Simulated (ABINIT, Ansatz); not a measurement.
# Quasiparticle gap of NaAsF6 (R-3) in ABINIT

Aim: the G0W0 gap of NaAsF6 (R-3) on PBEsol, step by step.

Main program and level: ABINIT 10.8.3; PBEsol and many-body steps on it, plane waves.

### 1. Set-up

It takes space group R-3 (No. 148, trigonal). Conventional cell: a = 5.097 Å, b = 5.097 Å, c = 14.122 Å, α = 90.00°, β = 90.00°, γ = 120.00°. Na has 6 F at 2.28 Å nearest. Nearest to As lie 6 F at 1.74 Å. F has 1 As at 1.74 Å and 1 Na at 2.28 Å nearest. Farther neighbours and most contacts between anions are not listed.

The cell and positions are those that the Materials Project relaxed with its own functionals (PBE, PBE+U or r2SCAN), kept fixed.

### 2. Ground state

This step: ABINIT 10.8.3; DFT, PBEsol, plane waves, norm-conserving pseudopotentials.

The ground-state density comes first.

run.abi

```
acell 3*1.0 Angstrom
rprim 
  2.548317025914 1.471271520892 4.707294566700
  -2.548317025914 1.471271520892 4.707294566700
  0.000000000000 -2.942543041784 4.707294566700
ntypat 3
znucl 11 33 9
natom 8
typat 1 2 3 3 3 3 3 3
xred 
  0.500000000000 0.500000000000 0.500000000000
  -0.000000000000 0.000000000000 0.000000000000
  0.348130510000 0.076071740000 0.790012280000
  0.790012280000 0.348130510000 0.076071740000
  0.076071740000 0.790012280000 0.348130510000
  0.651869490000 0.923928260000 0.209987720000
  0.209987720000 0.651869490000 0.923928260000
  0.923928260000 0.209987720000 0.651869490000
pp_dirpath "pseudos"
pseudos "Na.upf, As.upf, F.upf"
ecut 44
ngkpt 6 6 6
nshiftk 1
shiftk 0 0 0
kptopt 1
chksymbreak 0
nband 45
occopt 1
tolvrs 1e-10
nstep 60
prtwf 0
optforces 0
optstress 0
indata_prefix "in"
outdata_prefix "out"
tmpdata_prefix "tmp"
```

The run is started by

```
OMP_NUM_THREADS=1 mpirun -n 4 abinit run.abi > log
```

Numbers of over 12 decimals in the logs are rounded to 6 here.

Log:

```text
.Version 10.8.3 of ABINIT. v10.8.2 released Aug 2026.

 Symmetries : space group R-3 (#148); Bravais hR (rhombohedral)
================================================================================
 Values of the parameters that define the memory need of the present run
     intxc =       0    ionmov =       0      iscf =       7    lmnmax =       6
     lnmax =       6     mgfft =      64  mpssoang =       3    mqgrid =    3001
     natom =       8  nloc_mem =       1    nspden =       1   nspinor =       1
    nsppol =       1      nsym =       6    n1xccc =    2501    ntypat =       3
    occopt =       1   xclevel =       2
-    mband =          45        mffmem =           1         mkmem =          10
       mpw =        9991          nfft =      262144          nkpt =          40
================================================================================
  Rough estimation (10% accuracy) of disk space for files :
================================================================================

--------------------------------------------------------------------------------
------------- Echo of variables that govern the present computation ------------
--------------------------------------------------------------------------------
 -outvars: echo values of preprocessed input variables --------
            acell      1.8897261259E+00  1.8897261259E+00  1.8897261259E+00 Bohr

      chksymbreak           0
             ecut      4.40000000E+01 Hartree
-          fftalg         312

              ixc     -116133
              kpt      0.00000000E+00  0.00000000E+00  0.00000000E+00
                       1.66666667E-01  0.00000000E+00  0.00000000E+00
                       3.33333333E-01  0.00000000E+00  0.00000000E+00
                       5.00000000E-01  0.00000000E+00  0.00000000E+00
                       1.66666667E-01  1.66666667E-01  0.00000000E+00
                       3.33333333E-01  1.66666667E-01  0.00000000E+00
                       5.00000000E-01  1.66666667E-01  0.00000000E+00
                      -3.33333333E-01  1.66666667E-01  0.00000000E+00
                      -1.66666667E-01  1.66666667E-01  0.00000000E+00
   [... 29 further rows ...]
                      -3.33333333E-01  5.00000000E-01  3.33333333E-01
                       5.00000000E-01  5.00000000E-01  5.00000000E-01
         kptrlatt        6    0    0      0    6    0      0    0    6
          kptrlen      5.77874551E+01
P           mkmem          10
            natom           8
            nband          45
            ngfft          64      64      64
             nkpt          40
            nstep          60
             nsym           6
           ntypat           3
              occ      2.000000  2.000000  2.000000  2.000000  2.000000  2.000000
                       2.000000  2.000000  2.000000  2.000000  2.000000  2.000000
                       2.000000  2.000000  2.000000  2.000000  2.000000  2.000000
                       2.000000  2.000000  2.000000  2.000000  2.000000  2.000000
                       2.000000  2.000000  2.000000  2.000000  2.000000  2.000000
                       2.000000  2.000000  2.000000  2.000000  2.000000  2.000000
                       2.000000  0.000000  0.000000  0.000000  0.000000  0.000000
[...]
optforces           0
        optstress           0
            prtwf           0
            rprim      2.5483170259E+00  1.4712715209E+00  4.7072945667E+00
[...]
spgroup         148

           tolvrs      1.00000000E-10

             xred      5.0000000000E-01  5.0000000000E-01  5.0000000000E-01
[...]
znucl       11.00000   33.00000    9.00000

================================================================================

 chkinp: Checking input parameters for consistency.

================================================================================
== DATASET  1 ==================================================================
-   mpi_nproc: 4, omp_nthreads: 1 (-1 if OMP is not activated)

--- !DatasetInfo
iteration_state: {dtset: 1, }
dimensions: {natom: 8, nkpt: 40, mband: 45, nsppol: 1, nspinor: 1, nspden: 1, mpw: 9991, }
cutoff_energies: {ecut:  44.0, pawecutdg:  -1.0, }
electrons: {nelect:   7.40000000E+01, charge:   0.00000000E+00, occopt:   1.00000000E+00, tsmear:   1.00000000E-02, }

 Real(R)+Recip(G) space primitive vectors, cartesian coordinates (Bohr,Bohr^-1):
 R(1)=  4.8156213  2.7803002  8.8954975  G(1)=  0.1038288  0.0599456  0.0374721
 R(2)= -4.8156213  2.7803002  8.8954975  G(2)= -0.1038288  0.0599456  0.0374721
 R(3)=  0.0000000 -5.5606005  8.8954975  G(3)=  0.0000000 -0.1198911  0.0374721
 Unit cell volume ucvol=  7.1460411E+02 bohr^3
 Angles (23,13,12)=  5.46512371E+01  5.46512371E+01  5.46512371E+01 degrees

 getcut: wavevector=  0.0000  0.0000  0.0000  ngfft=  64  64  64
         ecut(hartree)=     44.000   => boxcut(ratio)=   2.04364

--- Pseudopotential description ------------------------------------------------
- Na Generated using ONCVPSP code by D. R. Hamann
- 11.00000   9.00000  180301                  znucl, zion, pspdat
12 -116133 1 -1 2016                          pspcod,pspxc,lmax,lloc,mmax
     nproj     2     2     0
  pspatm : epsatm=    9.32918808
         --- l  ekb(1:nproj) -->
[...]
12 -116133 2 -1 832                           pspcod,pspxc,lmax,lloc,mmax
     nproj     2     2     1
  pspatm : epsatm=    4.89824381
         --- l  ekb(1:nproj) -->
[...]
2   -2.394754
 pspatm: atomic psp has been read  and splines computed

   4.67746514E+03                                ecore*ucvol(ha*bohr**3)
--------------------------------------------------------------------------------

_setup2: Arith. and geom. avg. npw (full set) are    9961.292    9961.285

================================================================================

--- !BeginCycle
iteration_state: {dtset: 1, }
solver: {iscf: 7, nstep: 60, nline: 4, wfoptalg: 0, }
tolerances: {tolvrs: 1.00E-10, }

     iter   Etot(hartree)      deltaE(h)  residm     vres2
 ETOT  1  -496.07972344184    -4.961E+02 1.178E+00 2.403E+03
 ETOT  2  -498.11537059189    -2.036E+00 2.750E-02 9.813E+02
 ETOT  3  -498.26380620688    -1.484E-01 6.959E-03 4.977E+01
 ETOT  4  -498.26773262260    -3.926E-03 2.945E-03 1.535E+01
 ETOT  5  -498.26797024263    -2.376E-04 1.617E-03 3.733E-01
 ETOT  6  -498.26798770402    -1.746E-05 5.512E-04 5.335E-02
 ETOT  7  -498.26799184616    -4.142E-06 3.642E-04 7.021E-03
 ETOT  8  -498.26799201900    -1.728E-07 4.086E-04 5.130E-04
 ETOT  9  -498.26799203127    -1.227E-08 2.857E-04 6.836E-05
 ETOT 10  -498.26799203412    -2.850E-09 2.110E-04 1.769E-06
 ETOT 11  -498.26799203417    -5.156E-11 1.620E-04 2.296E-08
 ETOT 12  -498.26799203419    -2.166E-11 1.064E-04 2.605E-09
 ETOT 13  -498.26799203416     2.967E-11 7.698E-05 4.406E-10
 ETOT 14  -498.26799203418    -1.853E-11 4.769E-05 3.473E-11

 At SCF step   14       vres2   =  3.47E-11 < tolvrs=  1.00E-10 =>converged.

--- !ResultsGS
iteration_state: {dtset: 1, }
comment   : Summary of ground state results
lattice_vectors:
- [  4.8156213,   2.7803002,   8.8954975, ]
- [ -4.8156213,   2.7803002,   8.8954975, ]
- [  0.0000000,  -5.5606005,   8.8954975, ]
lattice_lengths: [  10.49048,   10.49048,   10.49048, ]
lattice_angles: [ 54.651,  54.651,  54.651, ] # degrees, (23, 13, 12)
lattice_volume:   7.1460411E+02
convergence: {deltae: -1.853E-11, res2:  3.473E-11, residm:  4.769E-05, diffor:  0.000E+00, }
etotal    :  -4.98267992E+02
entropy   :   0.00000000E+00
fermie    :  -8.26250627E-02
cartesian_stress_tensor: null
pressure_GPa: null
xred      :
- [  5.0000E-01,   5.0000E-01,   5.0000E-01, Na]
- [  0.0000E+00,   0.0000E+00,   0.0000E+00, As]
- [  3.4813E-01,   7.6072E-02,   7.9001E-01,  F]
- [  7.9001E-01,   3.4813E-01,   7.6072E-02,  F]
- [  7.6072E-02,   7.9001E-01,   3.4813E-01,  F]
- [  6.5187E-01,   9.2393E-01,   2.0999E-01,  F]
- [  2.0999E-01,   6.5187E-01,   9.2393E-01,  F]
- [  9.2393E-01,   2.0999E-01,   6.5187E-01,  F]
cartesian_forces: null
force_length_stats: {min: null, max: null, mean: null, }

 Integrated electronic density in atomic spheres:
 ------------------------------------------------
 Atom  Sphere_radius  Integrated_density
[...]
================================================================================

 ----iterations are completed or convergence reached----

 Mean square residual over all n,k,spin=   62.419E-09; max=  47.687E-06
 reduced coordinates (array xred) for    8 atoms
[...]
0.790012280000      0.348130510000      0.076071740000
       0.076071740000      0.790012280000      0.348130510000
       0.651869490000      0.923928260000      0.209987720000
       0.209987720000      0.651869490000      0.923928260000
       0.923928260000      0.209987720000      0.651869490000
 rms dE/dt=  0.0000E+00; max dE/dt=  0.0000E+00; dE/dt below (all hartree)
    1       0.000000000000      0.000000000000      0.000000000000
    2       0.000000000000      0.000000000000      0.000000000000
    3       0.000000000000      0.000000000000      0.000000000000
    4       0.000000000000      0.000000000000      0.000000000000
    5       0.000000000000      0.000000000000      0.000000000000
    6       0.000000000000      0.000000000000      0.000000000000
    7       0.000000000000      0.000000000000      0.000000000000
    8       0.000000000000      0.000000000000      0.000000000000

 cartesian coordinates (angstrom) at end:
    1      0.000000     0.000000     7.060942
    2      0.000000     0.000000     0.000000
    3      0.693292    -1.700528     5.715665
    4      1.126055     1.450673     5.715665
    5     -1.819347     0.249856     5.715665
    6     -0.693292     1.700528     8.406218
    7     -1.126055    -1.450673     8.406218
    8      1.819347    -0.249856     8.406218
 length scales=  1.889726125908  1.889726125908  1.889726125908 bohr
              =  1.000000000000  1.000000000000  1.000000000000 angstroms
 prteigrs : about to open file out_EIG
 Fermi (or HOMO) energy (hartree) =  -0.08263   Average Vxc (hartree)=  -0.33470
 Eigenvalues (hartree) for nkpt=  40  k points:
 kpt#   1, nband= 45, wtk=  0.00463, kpt=  0.0000  0.0000  0.0000 (reduced coord)
  -6.85611   -4.77923   -4.77923   -4.77912   -1.78110   -1.37248   -1.37248   -1.36706
  -1.36706   -1.36698   -0.89940   -0.83966   -0.83738   -0.83738   -0.80770   -0.80770
  -0.75478   -0.75478   -0.75421   -0.39199   -0.25038   -0.25038   -0.24617   -0.17499
  -0.16740   -0.16740   -0.14989   -0.14989   -0.12279   -0.11003   -0.11003   -0.10444
  -0.10059   -0.10059   -0.09574   -0.08548   -0.08548    0.12381    0.30388    0.34824
   0.37012    0.37012    0.47177    0.47930    0.50242
 prteigrs : prtvol=0 or 1, do not print more k-points.

--- !EnergyTerms
iteration_state     : {dtset: 1, }
comment             : Components of total free energy in Hartree
kinetic             :  2.61416222047401E+02
hartree             :  2.35637721545200E+02
xc                  : -6.67930759674040E+01
Ewald energy        : -2.00102672428301E+02
psp_core            :  6.54553345669979E+00
local_psp           : -6.27920386455863E+02
non_local_psp       : -1.07051334231914E+02
total_energy        : -4.98267992034181E+02
total_energy_eV     : -1.35585627852515E+04
band_energy         : -7.99791571649892E+01

== END DATASET(S) ==============================================================
================================================================================

 -outvars: echo values of variables after computation  --------
           etotal     -4.9826799203E+02
            nband          45
             nkpt          40
          spgroup         148
 [... the other variables as echoed above ...]

 Calculation completed.
```

Elapsed: 4.2 min, on 4 MPI ranks of Arm Neoverse V1, shared host; peak memory 0.82 GiB.

This step gave:

| Quantity | Value |
| --- | --- |
| total energy | -13558.5628 eV |
| gap | 5.618 eV |
| k of the valence top | 0.5, 0.5, 0 |
| k of the conduction bottom | 0, 0, 0 |
| least direct gap | 5.695 eV |

The gap is indirect, with the least direct gap 0.08 eV higher.

(Part 1 of 3 ends here.)

[Paths, hosts, dates, memory and timing lines, banners, echoed tables and standing remarks are left out of the program output.]

[Logs are printed without paths, hosts, clocks, repeated set-up lines and the standing remarks that a program may print on its own settings, such as how far it seeks lower states.]

[Runs of the session that timed out or met a known fault of the program may be left out.]

[Hosts, paths, dates, database ids (printed as entryN), source tags and the programs' standing remarks are cut or masked in the printed files.]

[G0W0 gaps are taken among the corrected bands and points alone; a level outside them can change the order at an edge.]

[Where Ansatz stands beside ABINIT at settings called matched, ABINIT's density can come from a denser mesh and the files from another edition; pairs whose starting gaps differed by over 0.03 eV were left out, so agreement reads better than it is.]
